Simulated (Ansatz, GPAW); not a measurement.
**STM contrast on NO/Co(0001)**

Wanted: filled- and empty-state images of NO/Co(0001), with its work function.

Method: Ansatz plane waves; slab in vacuum with a dipole correction, relaxation; PAW set soft_1, in the first sound run; inputs show where later runs differ, in GPAW 26.7.0 and Ansatz 0.2.0.

Most raw output is cut from this account.

### 1. Set-up

The cell holds 18 atoms: 16 Co, 1 N and 1 O. Cell: a = 5.020 Å, b = 5.020 Å, c = 26.805 Å, α = 90.0°, β = 90.0°, γ = 60.0°. Vacuum lies along c.

### 2. Relaxation

The atoms are relaxed first, since the surface dipole, and with it the work function, follows the positions of the outer layers. The lowest 8 atoms are held at bulk positions and keep their forces.

The input, input.yaml:

```yaml
crystal:
  lattice:
    - [5.02, 0.0, 0.0]
    - [2.51, 4.347447527, 0.0]
    - [0.0, 0.0, 26.8053407836]
  atoms:
    - { symbol: Co, position: [0.3333333334, 0.3333333334, 0.3357539855], spin: 1.7 }
    - { symbol: Co, position: [0.0, 0.0, 0.4116944488], spin: 1.7 }
    - { symbol: Co, position: [0.3333333334, 0.3333333334, 0.4876349122], spin: 1.7 }
    - { symbol: Co, position: [0.0, 0.0, 0.5635753756], spin: 1.7 }
    - { symbol: Co, position: [0.3333333334, 0.8333333334, 0.3357539855], spin: 1.7 }
    - { symbol: Co, position: [0.0, 0.5, 0.4116944488], spin: 1.7 }
    - { symbol: Co, position: [0.3333333334, 0.8333333334, 0.4876349122], spin: 1.7 }
    - { symbol: Co, position: [0.0, 0.5, 0.5635753756], spin: 1.7 }
    - { symbol: Co, position: [0.8333333334, 0.3333333334, 0.3357539855], spin: 1.7 }
    - { symbol: Co, position: [0.5, 0.0, 0.4116944488], spin: 1.7 }
    - { symbol: Co, position: [0.8333333334, 0.3333333334, 0.4876349122], spin: 1.7 }
    - { symbol: Co, position: [0.5, 0.0, 0.5635753756], spin: 1.7 }
    - { symbol: Co, position: [0.8333333334, 0.8333333334, 0.3357539855], spin: 1.7 }
    - { symbol: Co, position: [0.5, 0.5, 0.4116944488], spin: 1.7 }
    - { symbol: Co, position: [0.8333333334, 0.8333333334, 0.4876349122], spin: 1.7 }
    - { symbol: Co, position: [0.5, 0.5, 0.5635753756], spin: 1.7 }
    - { symbol: "N", position: [0.25, 0.0, 0.6202249364] }
    - { symbol: O, position: [0.25, 0.0, 0.6642460145] }
magnetization:
  spin_polarized: true
kpoints:
  mp_grid: { grid: [7, 7, 1] }
hamiltonian:
  xc: pbe
  pseudopotentials: { kind: paw, azcp: { folder: soft_1 } }
scf:
  occupations: { method: fermi_dirac, width: 0.1 }
efield:
  axis: 3
  dipole_correction: true
  ramp_width: 0.05
relax:
  f_tol: 0.02
  max_steps: 60
  constraints: [{ sites: [0, 1, 4, 5, 8, 9, 12, 13] }]
output:
  write_potential: true
  write_density: true
  volumetric_format: npy
```

Started as:

```sh
ansatz run input.yaml --threads 4 --pin off --max-ram 8192MiB --backend cpu --events-out ev --progress --plain --runs-dir out
```

It took 21 min on 4 threads of Arm Neoverse V2, shared host; peak memory 3.8 GiB.

The steps of the relaxation:

```tsv
step	energy less that of the first step (eV)	largest force component (eV/Å)
1	0.0000	2.5985
2	-0.1702	1.8337
3	-0.2762	0.9536
4	-0.3171	0.3533
5	-0.3262	0.1613
6	-0.3399	0.3122
7	-0.3832	0.5122
8	-0.4626	0.3299
9	-0.4779	0.0746
10	-0.4791	0.0149
```

The run keeps the 2 symmetry operations that it works with, so distortions that break them were not tested.

The atoms that moved most (Å):

```tsv
atom	dx	dy	dz	length
N17	0.000	-0.726	-0.375	0.817
O18	0.000	-0.727	-0.338	0.802
Co8	0.000	-0.001	-0.132	0.132
Co16	0.000	-0.026	-0.038	0.046
Co4	-0.021	0.011	-0.038	0.045
Co12	0.021	0.011	-0.038	0.045
Co7	0.000	-0.001	-0.012	0.012
```

Numbers from this step:

| Item | Value |
| --- | --- |
| free energy | -82963.3420 eV |
| smearing term TS | 0.5626 eV |
| magnetization | 25.49 μB |
| absolute magnetization | 28.67 μB |
| symmetry operations | 2 |
| upper work function | 5.872 eV |
| lower work function | 4.992 eV |
| dipole along the normal | -0.1061 e·Å |
| dipole field | -0.03282 V/Å |
| vacuum level above | 8.033 eV |
| vacuum level below | 7.153 eV |

The electrostatic potential energy of an electron (with the applied field's), less the Fermi level, planar mean oscillates, so the rows of the table below give means over windows of 1 Å about each position, cut where the curve ends. Its maxima inside the range that stand out by 2 % of the span (Å: eV): 10.0: -0.724, 12.1: -0.752, 14.0: -1.42. Its minima: 8.9: -17.9, 11.0: -18.1, 13.1: -18.1, 15.0: -18.2.

Electrostatic potential energy of an electron (with the applied field's), less the Fermi level, planar mean against z; means over each step:

z (Å), electrostatic potential energy of an electron (with the applied field's), less the Fermi level, planar mean (eV) and a bar from the least value:
```
        0        5.3 #############################
        1        5.0 #############################
        2        5.0 #############################
        3        5.0 #############################
        4        5.0 #############################
        5        5.0 #############################
        6        5.0 #############################
        7        4.6 ############################
        8       -0.7 #####################
        9      -15.6 
       10       -4.5 ################
       11      -15.6 
       12       -4.6 ###############
       13      -15.6 
       14       -5.4 ##############
       15      -15.7 
       16       -3.9 ################
       17        2.0 #########################
       18        4.2 ############################
       19        5.8 ##############################
       20        5.9 ##############################
       21        5.9 ##############################
       22        5.9 ##############################
       23        5.9 ##############################
       24        5.9 ##############################
       25        5.9 ##############################
       26        5.8 ##############################
```

The valence density, planar mean (density) oscillates, so the rows of the table below give means over windows of 2.08 Å about each position, cut where the curve ends. Its maxima inside the range that stand out by 2 % of the span (Å: e/Å³): 8.9: 3.99, 11.0: 4.11, 13.1: 4.07, 15.0: 4.07, 17.4: 0.313. Its minima: 10.0: 0.303, 12.1: 0.302, 14.0: 0.330, 16.8: 0.160.

Table of valence density, planar mean by z; means over each step:

```tsv
z (Å)	density (e/Å³)	rho spin (e/Å³)
3.12	0	-5.0e-7
5.20	3.1e-4	-5.1e-5
7.28	0.0648	0.00360
9.36	1.50	0.151
11.44	1.51	0.148
13.52	1.54	0.148
15.60	1.45	0.116
17.68	0.156	-0.00420
19.76	6.7e-4	-1.3e-5
21.84	0	0
```

Site moment by atom:

```tsv
atom	site moment (μB)
Co1	1.81
Co2	1.74
Co3	1.69
Co4	1.24
Co5	1.81
Co6	1.75
Co7	1.82
Co8	1.86
Co9	1.81
Co10	1.74
Co11	1.69
Co12	1.24
Co13	1.81
Co14	1.74
Co15	1.69
Co16	1.24
N17	-0.06
O18	-0.10
```

The relaxation lowered the energy of the cell by 0.479 eV.

### 3. Plane waves, PBE

The work function is the vacuum plateau of the electrostatic potential less the Fermi level; a dipole layer lets the two faces have plateaus of their own.

This step: GPAW, PAW setups; slab in vacuum (GPAW 26.7.0).

The input, run.py:

```python
import json
import numpy as np
from ase import Atoms
from ase.dft.stm import STM
from gpaw import GPAW, PW

slab = Atoms(
    ['Co', 'Co', 'Co', 'Co', 'Co', 'Co', 'Co', 'Co', 'Co', 'Co', 'Co', 'Co', 'Co', 'Co', 'Co', 'Co', 'N', 'O'],
    positions=[
        [2.51000, 1.44915, 9.00000],
        [0.00000, 0.00000, 11.03561],
        [2.50709, 1.45026, 13.06966],
        [-0.02111, 0.01121, 15.06873],
        [3.76500, 3.62287, 9.00000],
        [1.25500, 2.17372, 11.03561],
        [3.76500, 3.62235, 13.05945],
        [1.25500, 2.17275, 14.97479],
        [5.02000, 1.44915, 9.00000],
        [2.51000, 0.00000, 11.03561],
        [5.02291, 1.45026, 13.06966],
        [2.53111, 0.01121, 15.06873],
        [6.27500, 3.62287, 9.00000],
        [3.76500, 2.17372, 11.03561],
        [6.27500, 3.61910, 13.06970],
        [3.76500, 2.14798, 15.06838],
        [1.25500, -0.72614, 16.24988],
        [1.25500, -0.72743, 17.46764]],
    cell=[[5.02, 0.0, 0.0], [2.51, 4.34745, 0.0], [0.0, 0.0, 26.80534]],
    pbc=[True, True, False],
    magmoms=[1.7, 1.7, 1.7, 1.7, 1.7, 1.7, 1.7, 1.7, 1.7, 1.7, 1.7, 1.7, 1.7, 1.7, 1.7, 1.7, 0.0, 0.0])

slab.calc = GPAW(mode=PW(500), xc='PBE', kpts={'size': (7, 7, 1), 'gamma': True},
                 occupations={'name': 'fermi-dirac', 'width': 0.1}, nbands='160%',
                 convergence={'density': 1e-05}, maxiter=200,
                 poissonsolver={'dipolelayer': 'xy'},
                 symmetry={'tolerance': 1e-3}, txt='slab.txt')
result = {}
energy = slab.get_potential_energy()
fermi = slab.calc.get_fermi_level()
v = slab.calc.get_electrostatic_potential().mean((0, 1)) - fermi
n = slab.calc.get_pseudo_density().mean((0, 1))
L = slab.cell[2, 2]
z = np.arange(len(v)) * L / len(v)
low, high = slab.positions[:, 2].min(), slab.positions[:, 2].max()
below, above = np.interp([low - 6.8, high + 6.8], z, v)
slopes = [np.interp(x, z, np.gradient(v, z)) for x in (low - 6.8, high + 6.8)]
eps = np.array([[slab.calc.get_eigenvalues(k, s) for k in range(len(slab.calc.get_ibz_k_points()))]
                for s in range(slab.calc.get_number_of_spins())]) - fermi
top, bottom = eps[eps < 0].max(), eps[eps > 0].min()
dipole = slab.get_dipole_moment()[2]
print(f'energy {energy:.4f} eV, Fermi level {fermi:.4f} eV, dipole {dipole:.5f} e A')
print(f'potential 6.8 A off the faces, from the Fermi level: lower {below:.4f} eV, upper {above:.4f} eV')
print(f'slope of the potential there: lower {slopes[0]:.5f}, upper {slopes[1]:.5f} eV/A')
print(f'nearest levels on the mesh: {top:.4f} and {bottom:.4f} eV')
print('magnetic moment', round(slab.get_magnetic_moment(), 3))
result.update(energy=energy, fermi=fermi, dipole=dipole, below=below, above=above, slopes=slopes, edges=[top, bottom],
              z=z.tolist(), v=v.tolist(), n=n.tolist(), positions=slab.positions.tolist(),
              forces=slab.get_forces(apply_constraint=False).tolist(), moments=slab.get_magnetic_moments().tolist())

# Images need the states of the whole zone, up to time reversal
slab.calc = slab.calc.fixed_density(symmetry={'point_group': False}, txt='states.txt', nbands='250%',
                                    convergence={'bands': 'CBM+1.8'})
stm = STM(slab)
result['stm'] = []
for bias in [-2.0, -1.0, 1.5]:
    height = high + 3.0
    current = stm.get_averaged_current(bias, height)
    x, y, h = stm.scan(bias, current)
    i, f = divmod(height / L * stm.ldos.shape[2], 1)
    I = abs((1 - f) * stm.ldos[:, :, int(i)] + f * stm.ldos[:, :, int(i) + 1])
    print(f'bias {bias} V: mean current at 3.0 A {current:.4e}, corrugation {np.ptp(h):.4f} A')
    result['stm'].append(dict(bias=bias, current=current, h=(h - high).tolist(), I=I.tolist()))
json.dump(result, open('result.json', 'w'))
```

Started as:

```sh
OMP_NUM_THREADS=1 OPENBLAS_NUM_THREADS=1 python run.py
```

Run time: 3.5 h. Hardware: 1 thread; peak memory 4.8 GiB.

This step gave:

| Quantity | Value |
| --- | --- |
| dipole along the normal | -0.1055 e·Å |
| levels nearest the Fermi level on the mesh | -0.009018, 0.004610 eV from the Fermi level |
| upper work function | 5.870 eV |
| lower work function | 5.003 eV |
| corrugation -2 | 0.4899 Å |
| corrugation -1 | 0.5489 Å |
| corrugation 1.5 | 0.3804 Å |
| sum of the site moments | 26.61 μB |

The electrostatic potential energy of an electron (without an applied field's), less the Fermi level, planar mean oscillates, so the rows of the table below give means over windows of 2.01 Å about each position, cut where the curve ends. Its maxima inside the range that stand out by 2 % of the span (Å: eV): 10.1: -0.726, 12.1: -0.770, 14.1: -1.22, 16.9: 2.84. Its minima: 9.0: -23.7, 11.0: -23.8, 13.0: -23.6, 15.0: -23.7, 17.4: 0.423.

The electrostatic potential energy of an electron (without an applied field's), less the Fermi level, planar mean by z; means over each step:

z (Å), electrostatic potential energy of an electron (without an applied field's), less the Fermi level, planar mean (eV) and a bar from the least value:
```
     1.00        5.0 #############################
     3.01        5.0 ############################
     5.02        5.0 ############################
     7.03        4.2 ###########################
     9.04      -10.3 #
    11.05      -10.5 #
    13.06      -10.6 #
    15.07      -10.9 
    17.08        1.3 ######################
    19.09        5.8 ##############################
    21.10        5.9 ##############################
    23.11        5.9 ##############################
    25.12        5.9 ##############################
```

Pseudo valence density, planar mean against z:

```tsv
z (Å)	pseudo valence density, planar mean (e/Å³)
5.0	7.1e-5
5.5	2.5e-4
6.0	9.0e-4
6.5	0.00309
7.0	0.0112
7.5	0.0388
8.0	0.140
8.5	0.611
9.0	1.81
9.5	0.643
10.0	0.307
10.5	0.572
11.0	1.69
11.5	0.677
12.0	0.312
12.5	0.547
13.0	1.73
13.5	0.772
14.0	0.332
14.5	0.585
15.0	1.68
15.5	0.721
16.0	0.354
16.5	0.220
17.0	0.180
17.5	0.306
18.0	0.103
18.5	0.0143
19.0	0.00179
19.5	2.5e-4
20.0	3.8e-5
```

Tip height over the top atom over a1 and a2. Sample bias -2 V, constant current at the mean current 3.0 Å over the top atom.

Values in Å, 12 rows by 16 columns, each cell a mean:
```
3.05 3.11 3.13 3.13 3.12 3.13 3.14 3.13 3.10 3.01 2.97 2.95 2.86 2.90 2.96 2.97
3.01 3.09 3.12 3.12 3.09 3.05 3.10 3.13 3.13 3.09 3.01 2.99 2.95 2.88 2.95 2.98
2.97 3.05 3.11 3.13 3.11 3.08 3.08 3.12 3.13 3.12 3.07 2.99 2.97 2.90 2.88 2.96
2.98 2.98 3.04 3.10 3.12 3.12 3.11 3.12 3.13 3.12 3.08 3.01 2.97 2.96 2.85 2.89
2.89 2.92 2.95 3.01 3.07 3.10 3.11 3.12 3.11 3.11 3.07 3.01 2.95 2.93 2.87 2.79
2.77 2.87 2.92 2.97 2.98 3.01 3.03 3.06 3.06 3.04 3.01 2.98 2.97 2.95 2.89 2.80
2.81 2.82 2.81 2.89 2.94 2.97 2.98 2.96 2.97 2.96 2.96 2.98 2.97 2.93 2.84 2.79
2.93 2.92 2.91 2.91 2.88 2.89 2.91 2.94 2.92 2.87 2.93 2.95 2.91 2.87 2.87 2.89
2.98 2.95 2.96 2.99 2.97 2.96 2.90 2.85 2.83 2.85 2.86 2.83 2.83 2.88 2.94 2.98
2.98 3.01 3.04 3.03 3.01 3.00 2.99 2.95 2.88 2.80 2.72 2.73 2.81 2.92 2.97 2.98
3.02 3.08 3.11 3.11 3.11 3.08 3.02 2.98 2.93 2.89 2.83 2.75 2.85 2.90 2.92 2.97
3.05 3.11 3.13 3.14 3.14 3.14 3.11 3.07 3.00 2.93 2.92 2.84 2.81 2.91 2.91 2.98
```
Columns: a1 from 0 to 0.963; rows upwards: a2 from 0 to 0.963.

Local density of states summed over the bias window over a1 and a2. Sample bias -2 V, constant height 3.0 Å over the top atom.

Ten even steps from '_' (1.29 × 1e-6 arbitrary) to '@' (4.64 × 1e-6 arbitrary):
```
**##@@@@@@%%%%%%%%%%@@@@@@@@##++----==--..__::==----==
++##%%@@@@%%########%%@@@@@@%%**==--====::__..--==----
==**%%@@%%%%##******####%%@@@@%%++==--====..__::====--
==**%%@@@@%%##**++++**##%%@@@@@@##++====++--....====--
--++##%%@@%%##**++++++**##%%@@@@%%**==--====....::====
--==**%%@@%%%%##****++**##%%%%@@@@##++--====::__..--==
==--++**%%%%%%%%##******##%%%%@@%%##**==--==--..__::==
==----++**##%%%%%%########%%%%%%%%##**==--====--....==
========++**##%%@@%%%%%%%%%%@@@@%%##**++======--....::
::------==++**%%%%%%%%%%%%%%@@@@%%##**++==------..__..
..::------==++**##%%%%%%@@%%%%%%%%##**====----::....__
......--------==++**####%%%%%%####**++==--==--::......
::....::--==------==++**********++++==----====--....::
::::....::======------====++++====--------====--......
......__..::--======------------------======----..__..
..............::--======--------------======::........
::::::::::::..__..::--======--------====----..____..::
==--------==--::........::----::::------::........::==
====----========--::..____..::::..::::::..____..::--==
====================--..________......______..::======
----====++====----==++==::..______....____..::--==++==
====++++****++++==========--::____..::..__..--========
==++**##########**++==----==--::....::......--==------
==**##%%%%%%%%%%%%##++==--------::..........::--------
++**%%@@@@@@@@@@@@@@##**==------::::..____..::------==
**##%%@@@@@@@@@@@@@@@@%%##++==------::____..--------==
**##%%@@@@@@%%@@@@@@@@@@%%##++==----==::__..--==----==
```
Columns: a1 from 0 to 0.963; rows upwards: a2 from 0 to 0.963.

Tip height over the top atom over a1 and a2. Sample bias -1 V, constant current at the mean current 3.0 Å over the top atom.

Ten even steps from '0' (2.65 Å) to '9' (3.20 Å):
```
678999999999887655443234456
678899999999988765543334555
678899999999998766554333555
667899999999998876655433455
567899999999999887655433455
567889999999999988655543345
556788999999999988765554345
656678899999999988765664345
555667889999999988766565324
455566788888888888765555322
355456678888888888766555432
345555566777888777665555543
244456556666777766655655443
223345655556666665555565333
343224555555555555555554322
444323344555444444555444322
455444333344443334444433344
555555543333343333443333345
655556654433333333333333446
555555555543322223222234455
556666655554432111112234555
566677666555543210012234555
667777777665544321002334455
678888888766544333112333455
678889998877654333212333456
678899999888765433322233456
678899999998876544432234456
```
Columns: a1 from 0 to 0.963; rows upwards: a2 from 0 to 0.963.

(Continued in part 2 of 2.)

[Logs are printed without paths, hosts, clocks, repeated set-up lines and the standing remarks that a program may print on its own settings, such as how far it seeks lower states.]

[Hosts, paths, dates, database ids (printed as entryN), source tags and the programs' standing remarks are cut or masked in the printed files.]
